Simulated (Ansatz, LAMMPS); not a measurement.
# Aqueous H3O+ and HSO4-, 2.1 mol of acid per kg of water, from a frame at 280 K (182 atoms): geometry optimisation

Aim: bring aqueous H3O+ and HSO4-, 2.1 mol of acid per kg of water, from a frame at 280 K (182 atoms) to a nearby minimum of the energy and see what moves.

Calculated with Ansatz 0.2.0; Kohn-Sham DFT, PBE+D4, PAW (set soft_2), plane waves.

This is a report of a sequence of runs, with most program output left out.

## Step 1: The starting structure

The cell holds 182 atoms: 64 O, 2 S and 116 H. Its edges and angles: a = 12.156 Å, b = 12.156 Å, c = 12.156 Å, α = 90.0°, β = 90.0°, γ = 90.0°. 54 H2O, 2 H3O+, 2 HSO4- placed at random, at 1.11 g/cm³; overlaps pushed apart, then 10 ps at 420 K with MMFF94 bonds, angles, torsions, charges and radii (Halgren, J. Comput. Chem. 17, 490 (1996)) in harmonic and 12-6 forms; SPC/E water (Berendsen, Grigera and Straatsma, J. Phys. Chem. 91, 6269 (1987)). Snapshot after 20 ps at 280 K and fixed volume.

Before any run, some limits are plain. The network of contacts between molecules at the start is that of the classical potential that made the cell. The density was typed from a rule of thumb and may lie off the real one at this temperature. The Brillouin zone is sampled at Γ only, in a cell whose shortest periodic width is 12 Å.

## Step 2: How the cell was made

A classical potential supplies the starting structure, since it reaches far longer times than DFT.

This step: classical MD, MMFF94 bonds, angles, torsions, charges and radii (Halgren, J. Comput. Chem. 17, 490 (1996)) in harmonic and 12-6 forms; SPC/E water (Berendsen, Grigera and Straatsma, J. Phys. Chem. 91, 6269 (1987)) (LAMMPS 22 Jul 2025 - Update 4).

Input file in.lmp:

```
# aqueous H3O+ and HSO4-, 2.1 mol of salt per kg of water
units real
atom_style full
boundary p p p
bond_style harmonic
angle_style harmonic
dihedral_style opls
improper_style harmonic
special_bonds lj 0 0 0.5 coul 0 0 0.75
read_data data.lmp
neigh_modify delay 0 every 1 check yes one 4000
comm_modify cutoff 12.0
timestep 0.5
thermo_style custom step time temp pe press density
thermo_modify norm yes
# push overlapping molecules apart
pair_style soft 2.6
pair_coeff * * 0.0
variable a equal ramp(1,60)
fix ad all adapt 1 pair soft a * * v_a
velocity all create 420 121442 mom yes dist gaussian
fix lim all nve/limit 0.03
fix lan all langevin 420 420 50 121443 zero yes
thermo 1000
run 3000 post no
unfix ad
pair_style lj/cut/coul/long 9.0
pair_modify mix arithmetic tail yes
pair_coeff 1 1 0.0763 3.0430   # O
pair_coeff 2 2 0.2681 3.4180   # S
pair_coeff 3 3 0.0763 3.0960   # O
pair_coeff 4 4 0.0100 1.2000   # H
pair_coeff 5 5 0.0763 3.3270   # O
pair_coeff 6 6 0.1553 3.1660   # O
# [... 20 lines left out ...]
compute msd all msd com yes
thermo 5000
fix md all nvt temp 280 280 100
run 20000 post no
print "== T280: mean square displacement over the hold $(c_msd[4]:%.2f) A^2"
unfix md
uncompute msd
write_dump all custom T280.dump id type xs ys zs modify sort id
```

The run is started by

```console
$ lmp -in in.lmp -log none -nocite
```

Run time: 27 s. Hardware: 1 thread of Intel Xeon Platinum 8488C (Sapphire Rapids), shared host; peak memory 0.12 GiB.

The input also reads data.lmp (atoms, bonds and types; not printed here).

## Step 3: Single point at the start

The forces at the start show how far the geometry lies from a minimum of this functional.

Input file input.yaml:

```yaml
crystal:
  lattice:
    - [12.15575, 0.0, 0.0]
    - [0.0, 12.15575, 0.0]
    - [0.0, 0.0, 12.15575]
  atoms:
    - { symbol: O, position: [0.6689, 0.30528, 0.47736] }
    - { symbol: S, position: [0.74906, 0.37852, 0.55187] }
    - { symbol: O, position: [0.68315, 0.46918, 0.58865] }
    - { symbol: O, position: [0.8362, 0.41067, 0.48583] }
    - { symbol: O, position: [0.77877, 0.30175, 0.63707] }
    - { symbol: H, position: [0.72026, 0.25566, 0.44303] }
    - { symbol: O, position: [0.01932, 0.41746, 0.62571] }
    - { symbol: S, position: [0.13576, 0.37369, 0.5888] }
    - { symbol: O, position: [0.16914, 0.46274, 0.51693] }
    - { symbol: O, position: [0.09889, 0.27137, 0.53508] }
    - { symbol: O, position: [0.19, 0.3537, 0.69162] }
    - { symbol: H, position: [0.97198, 0.39955, 0.563] }
    - { symbol: O, position: [0.29814, 0.3486, 0.13552] }
    - { symbol: H, position: [0.23354, 0.38761, 0.16802] }
    - { symbol: H, position: [0.30578, 0.38674, 0.06395] }
    - { symbol: H, position: [0.364, 0.3687, 0.1785] }
    - { symbol: O, position: [0.11998, 0.65966, 0.46843] }
    - { symbol: H, position: [0.08612, 0.69135, 0.53415] }
    - { symbol: H, position: [0.15694, 0.58644, 0.48924] }
    - { symbol: H, position: [0.05438, 0.62855, 0.42779] }
    - { symbol: O, position: [0.17069, 0.6128, 0.83499] }
    - { symbol: H, position: [0.09973, 0.58927, 0.80067] }
    - { symbol: H, position: [0.23066, 0.56139, 0.81198] }
    - { symbol: O, position: [0.08925, 0.41392, 0.98107] }
    - { symbol: H, position: [0.08844, 0.33167, 0.98246] }
    - { symbol: H, position: [0.05557, 0.44049, 0.91088] }
    - { symbol: O, position: [0.64674, 0.96962, 0.56045] }
    - { symbol: H, position: [0.5771, 0.94268, 0.59497] }
    - { symbol: H, position: [0.6743, 0.03516, 0.60184] }
    - { symbol: O, position: [0.09764, 0.3896, 0.23195] }
    - { symbol: H, position: [0.10351, 0.3364, 0.29443] }
    - { symbol: H, position: [0.02105, 0.38833, 0.20196] }
    [... 144 atom lines left out ...]
    - { symbol: O, position: [0.81607, 0.68733, 0.07741] }
    - { symbol: H, position: [0.80594, 0.72732, 0.14859] }
    - { symbol: H, position: [0.8958, 0.67012, 0.06674] }
    - { symbol: O, position: [0.07608, 0.75633, 0.22235] }
    - { symbol: H, position: [0.03649, 0.77853, 0.29096] }
    - { symbol: H, position: [0.0369, 0.69302, 0.18736] }
kpoints:
  mp_grid: { grid: [1, 1, 1] }
hamiltonian:
  xc: pbe
  dispersion: d4
scf:
  occupations: { method: fixed }
output:
  forces: true
  stress: true
  populations: true
  dos:
    method: { smearing: { sigma: 0.1 } }
    de: 0.1
    projected: { site_lists: { H: [H], O: [O], S: [S] } }
  eigenvalues: true
```

The run is started by

```console
$ ansatz run input.yaml --threads 4 --pin off --max-ram 8192MiB --backend cpu --events-out ev --progress --plain --runs-dir out
```

The job ended after 22 s (4 threads of Intel Xeon Platinum 8488C (Sapphire Rapids), shared host; peak memory 2.6 GiB).

Numbers from this run:

```
free energy                                      : -39984.4852 eV
free energy per atom                             : -219.6950 eV/atom
SCF cycles                                       : 9
pressure                                         : -0.917 GPa
r.m.s. force component                           : 0.6682 eV/Å
longest force                                    : 5.058 eV/Å
Fermi energy                                     : -1.795 eV
gap (highest filled to lowest empty level) : 4.155 eV
spilling of the projection                       : 0.01205
```

The r.m.s. force component of 0.67 eV/Å and the pressure of -0.92 GPa set the starting point.

Neighbours are counted within 1.21 Å (H-O), 2.02 Å (O-S).

Length of the force by element and coordination:

```csv
element,coordination,atoms,mean length of the force (eV/Å),spread,least,most
H,all,116,0.954,0.345,0.205,2.59
O,all,64,0.899,0.682,0.245,5.06
O,1,6,2.17,1.40,0.463,5.06
O,2,56,0.752,0.340,0.245,1.96
O,3,2,1.21,0.480,0.728,1.69
S,all,2,4.63,0.239,4.39,4.87
```

## Step 4: Relaxation

With the cell held, the atoms are moved downhill towards a nearby minimum.

input.yaml, the sections that differ from step 3:

```yaml
output:
  forces: true
relax:
  f_tol: 0.05
  max_steps: 200
# crystal, kpoints, hamiltonian, scf: as in step 3
```

Run time: 7.1 min. Hardware: 4 threads; peak memory 2.3 GiB.

Relaxation path (22 of 40):

| step | energy less that of the first step (eV) | largest force component (eV/Å) |
| --- | --- | --- |
| 1 | 0.0000 | 4.2066 |
| 3 | -7.3949 | 1.6828 |
| 5 | -9.2932 | 0.8098 |
| 7 | -9.9361 | 1.2589 |
| 8 | -10.1980 | 1.0739 |
| 10 | -10.6597 | 0.2804 |
| 12 | -10.9656 | 0.2816 |
| 14 | -11.1053 | 0.1415 |
| 16 | -11.2047 | 0.2946 |
| 18 | -11.3214 | 0.3536 |
| 20 | -11.3953 | 0.4836 |
| 21 | -11.4293 | 0.6514 |
| 23 | -11.6112 | 0.2805 |
| 25 | -11.7887 | 0.2390 |
| 27 | -11.8610 | 0.8696 |
| 29 | -11.9560 | 0.3930 |
| 31 | -11.9781 | 0.2397 |
| 33 | -11.9902 | 0.0962 |
| 34 | -11.9942 | 0.2301 |
| 36 | -12.0078 | 0.1607 |
| 38 | -12.0169 | 0.1802 |
| 40 | -12.0204 | 0.0406 |

The atoms that moved most (Å):

```
atom      dx      dy      dz  length
 H26  -1.044  -1.027   2.356   2.775
 H37   0.126   0.819   1.762   1.947
H104  -0.872  -1.515  -0.584   1.843
 H97  -0.372  -0.110   1.642   1.687
O162  -0.253  -1.610  -0.320   1.661
H163  -0.217  -1.569  -0.395   1.633
O132   1.410   0.501  -0.102   1.500
 O93   0.998   0.704   0.861   1.494
```

The relaxation changed the energy by -66.0 meV/atom, and atoms moved by 0.79 Å r.m.s., 2.8 Å at most.

## Step 5: Structure statistics after relaxation

Bonds before and after, by the cutoffs listed below:

| pair | bonds before | bonds after | mean before (Å) | mean after (Å) | spread before (Å) | spread after (Å) |
| --- | --- | --- | --- | --- | --- | --- |
| H-O | 116 | 116 | 0.999 | 0.997 | 0.005 | 0.017 |
| O-S | 8 | 8 | 1.474 | 1.501 | 0.070 | 0.037 |

Density 1.11 g/cm³, 9.869 Å³ an atom.

g(r), total and by pair (bins of 0.2 Å):

```csv
r (Å),total,H-H,H-O,H-S,O-O,O-S,S-S
0.90,3.95,0.00,8.80,0.00,0.00,0.00,0.00
1.10,1.18,0.00,2.63,0.00,0.00,0.00,0.00
1.30,0.00,0.00,0.00,0.00,0.00,0.00,0.00
1.50,1.04,1.70,0.43,0.00,0.00,20.05,0.00
1.70,1.32,0.82,2.21,0.00,0.00,0.00,0.00
1.90,0.51,0.25,0.91,0.00,0.00,0.00,0.00
2.10,0.58,1.37,0.02,0.65,0.00,0.00,0.00
2.30,0.77,1.83,0.04,0.62,0.00,0.00,0.00
2.50,0.54,0.91,0.03,0.46,1.24,0.00,0.00
2.70,0.71,0.45,0.08,0.86,3.86,0.00,0.00
2.90,0.62,0.45,0.70,1.48,0.86,0.00,0.00
3.10,1.13,0.52,1.96,1.92,0.15,0.00,0.00
3.30,1.10,0.88,1.50,0.30,0.54,0.00,0.00
3.50,1.19,1.31,1.23,0.24,0.65,2.29,0.00
3.70,1.10,1.30,1.03,0.66,0.74,1.20,0.00
3.90,1.14,1.23,1.06,0.61,1.12,1.48,0.00
4.10,1.10,1.11,0.99,1.67,1.35,1.66,0.00
4.30,1.06,0.99,0.98,0.98,1.57,1.24,0.00
4.50,1.08,1.12,0.95,1.65,1.40,0.28,17.45
4.70,1.08,1.10,1.04,1.12,1.17,1.02,0.00
4.90,1.00,0.99,1.06,0.64,0.81,1.18,0.00
5.10,1.04,0.97,1.13,1.30,0.86,1.07,0.00
5.30,0.88,0.83,0.95,0.88,0.77,1.20,0.00
5.50,0.92,0.96,0.94,1.13,0.68,1.29,0.00
5.70,0.95,0.92,0.96,0.66,1.04,0.69,0.00
5.90,0.95,0.99,0.91,1.15,0.87,1.60,0.00
```

Bonds by pair of elements; cutoffs follow the first minimum of g(r), held within bounds set by covalent radii, and pairs that aren't listed don't count as bonded:

| pair A-B | cutoff (Å) | bonds | mean length (Å) | spread (Å) | shortest (Å) | B about A | A about B |
| --- | --- | --- | --- | --- | --- | --- | --- |
| H-O | 1.21 | 116 | 0.997 | 0.017 | 0.974 | 1 | 1.81 |
| O-S | 1.98 | 8 | 1.50 | 0.037 | 1.47 | 0.125 | 4 |

How many atoms have how many bonded neighbours:

| element | mean | 1 | 2 | 3 | 4 |
| --- | --- | --- | --- | --- | --- |
| H | 1 | 116 | 0 | 0 | 0 |
| O | 1.94 | 6 | 56 | 2 | 0 |
| S | 4 | 0 | 0 | 0 | 2 |

Bond angles (no mean is given where the spread exceeds 20°):

| angle | count | mean (°) | spread (°) |
| --- | --- | --- | --- |
| H-O-H | 60 | 106 | 3.2 |
| O-S-O | 12 | 109 | 2.9 |
| H-O-S | 2 | 112 | 1.7 |

Hydrogen bonds between water molecules (O–O under 3.5 Å, H–O···O angle under 30°):

| hydrogen bonds to other water | molecules |
| --- | --- |
| 0 | 0 |
| 1 | 1 |
| 2 | 3 |
| 3 | 17 |
| 4 | 31 |
| 5 | 2 |

Bond length by coordination (bonds to H left out):

| element | coordination | atoms | mean bond length (Å) |
| --- | --- | --- | --- |
| O | 1 | 6 | 1.48 |
| O | 2 | 2 | 1.56 |

With the cutoffs above, all H atoms have 1, 88 % of O atoms have 2 and all S atoms have 4 bonded neighbours. The H-O-H angle averages 106° with a spread of 3°. The 54 water molecules hold 3.56 hydrogen bonds each to other water on average, with a mean O–O distance of 2.75 Å.

## Step 6: Single point at the relaxed geometry

The electronic structure is read at the final geometry, in a run of its own.

Input file input.yaml:

```yaml
crystal:
  lattice:
    - [12.15575, 0.0, 0.0]
    - [0.0, 12.15575, 0.0]
    - [0.0, 0.0, 12.15575]
  atoms:
    - { symbol: O, position: [0.72406, 0.30869, 0.46055] }
    - { symbol: S, position: [0.77366, 0.37575, 0.5569] }
    - { symbol: O, position: [0.70014, 0.47116, 0.57333] }
    - { symbol: O, position: [0.88536, 0.41434, 0.52245] }
    - { symbol: O, position: [0.78082, 0.30409, 0.65484] }
    - { symbol: H, position: [0.76458, 0.23087, 0.44769] }
    - { symbol: O, position: [0.04751, 0.38675, 0.65085] }
    - { symbol: S, position: [0.13861, 0.31709, 0.59064] }
    - { symbol: O, position: [0.19922, 0.39229, 0.5175] }
    - { symbol: O, position: [0.08394, 0.22656, 0.53185] }
    - { symbol: O, position: [0.20816, 0.27611, 0.68247] }
    - { symbol: H, position: [0.9801, 0.39652, 0.59971] }
    - { symbol: O, position: [0.31918, 0.41636, 0.14697] }
    - { symbol: H, position: [0.25409, 0.41192, 0.20201] }
    - { symbol: H, position: [0.30911, 0.48487, 0.09736] }
    - { symbol: H, position: [0.39784, 0.40783, 0.18091] }
    - { symbol: O, position: [0.13953, 0.60513, 0.49084] }
    - { symbol: H, position: [0.10819, 0.64641, 0.56152] }
    - { symbol: H, position: [0.16926, 0.53183, 0.51276] }
    - { symbol: H, position: [0.07445, 0.58409, 0.43451] }
    - { symbol: O, position: [0.17393, 0.60362, 0.84134] }
    - { symbol: H, position: [0.10212, 0.56605, 0.85801] }
    - { symbol: H, position: [0.22352, 0.54721, 0.80769] }
    - { symbol: O, position: [0.04202, 0.3526, 0.06901] }
    - { symbol: H, position: [0.06422, 0.27415, 0.06602] }
    - { symbol: H, position: [0.96966, 0.35599, 0.10473] }
    - { symbol: O, position: [0.63832, 0.96398, 0.55343] }
    - { symbol: H, position: [0.56959, 0.93116, 0.58353] }
    - { symbol: H, position: [0.66038, 0.01785, 0.61008] }
    - { symbol: O, position: [0.14013, 0.40148, 0.25135] }
    - { symbol: H, position: [0.13139, 0.32607, 0.28299] }
    - { symbol: H, position: [0.10229, 0.39058, 0.17702] }
    [... 144 atom lines left out ...]
    - { symbol: O, position: [0.74585, 0.69909, 0.0713] }
    - { symbol: H, position: [0.73498, 0.76733, 0.11492] }
    - { symbol: H, position: [0.82405, 0.67613, 0.08282] }
    - { symbol: O, position: [0.07401, 0.78056, 0.2228] }
    - { symbol: H, position: [0.04145, 0.79599, 0.29742] }
    - { symbol: H, position: [0.03427, 0.71722, 0.19164] }
kpoints:
  mp_grid: { grid: [1, 1, 1] }
hamiltonian:
  xc: pbe
  dispersion: d4
scf:
  occupations: { method: fixed }
output:
  forces: true
  stress: true
  populations: true
  dos:
    method: { smearing: { sigma: 0.1 } }
    de: 0.1
    projected: { site_lists: { H: [H], O: [O], S: [S] } }
  eigenvalues: true
  write_density: true
  write_potential: true
  volumetric_format: npy
  elf: true
```

Wall time 23 s (4 threads); peak memory 2.6 GiB.

The program notes that the exchange-correlation potential is rough where the density is thin.

The run gave:

```
free energy                                      : -39996.5056 eV
free energy per atom                             : -219.7610 eV/atom
SCF cycles                                       : 9
pressure                                         : -0.2024 GPa
r.m.s. force component                           : 0.00887 eV/Å
longest force                                    : 0.05198 eV/Å
Fermi energy                                     : -2.279 eV
gap (highest filled to lowest empty level) : 5.009 eV
spilling of the projection                       : 0.01171
```

Löwdin charges by element and coordination (they lack the spilled electrons, 0.033 e an atom on average):

```csv
element,coordination,atoms,mean charge (e),spread,least,most
H,all,116,0.387,0.0081,0.369,0.413
O,all,64,-0.685,0.034,-0.771,-0.563
O,1,6,-0.759,0.0065,-0.771,-0.750
O,2,56,-0.682,0.0151,-0.726,-0.647
O,3,2,-0.568,0.0044,-0.572,-0.563
S,all,2,2.47,0.0048,2.46,2.47
```

States in the cell by windows of 1 eV, zero at the Fermi level; the larger projections on atomic orbitals stand beside the total:

| from (eV) | to (eV) | total | O p | H s |
| --- | --- | --- | --- | --- |
| -10 | -9 | 3.6 | 1.7 | 0.4 |
| -9 | -8 | 0.4 | 0.2 | 0.0 |
| -8 | -7 | 12.1 | 8.1 | 3.0 |
| -7 | -6 | 84.0 | 58.3 | 23.5 |
| -6 | -5 | 31.9 | 22.0 | 7.0 |
| -5 | -4 | 13.4 | 10.1 | 1.5 |
| -4 | -3 | 44.0 | 34.7 | 4.1 |
| -3 | -2 | 56.4 | 48.9 | 2.3 |
| -2 | -1 | 35.3 | 33.4 | 0.4 |
| -1 | 0 | 101.2 | 99.6 | 0.5 |
| 0 | 1 | 1.7 | 1.7 | 0.0 |
| 1 | 4 | 0.0 | 0.0 | 0.0 |
| 4 | 5 | 0.7 | 0.0 | 0.4 |

With fixed occupations the program's Fermi level is the highest filled level; weight inside the gap is the broadening of levels at its edges.

Between -23 and -10 eV lie 128 more states.

The levels nearest the highest filled one (over half full), pooled over k-points and spins:

```csv
level less the highest filled one (eV),occupation
-0.299,2
-0.251,2
-0.213,2
-0.187,2
-0.0675,2
0,2
5.01,0
6.31,0
6.37,0
6.43,0
6.45,0
6.51,0
```

[end of part 1 of 2]

[Logs are printed without paths, hosts, clocks, repeated set-up lines and the standing remarks that a program may print on its own settings, such as how far it seeks lower states.]

[Hosts, paths, dates, database ids (printed as entryN), source tags and the programs' standing remarks are cut or masked in the printed files.]

[The MMFF94 radii named for the starting cell were scaled by 0.96; in molecules described by MMFF94, hydrogen bound to N, O or S took a small fixed 12-6 site in their place.]
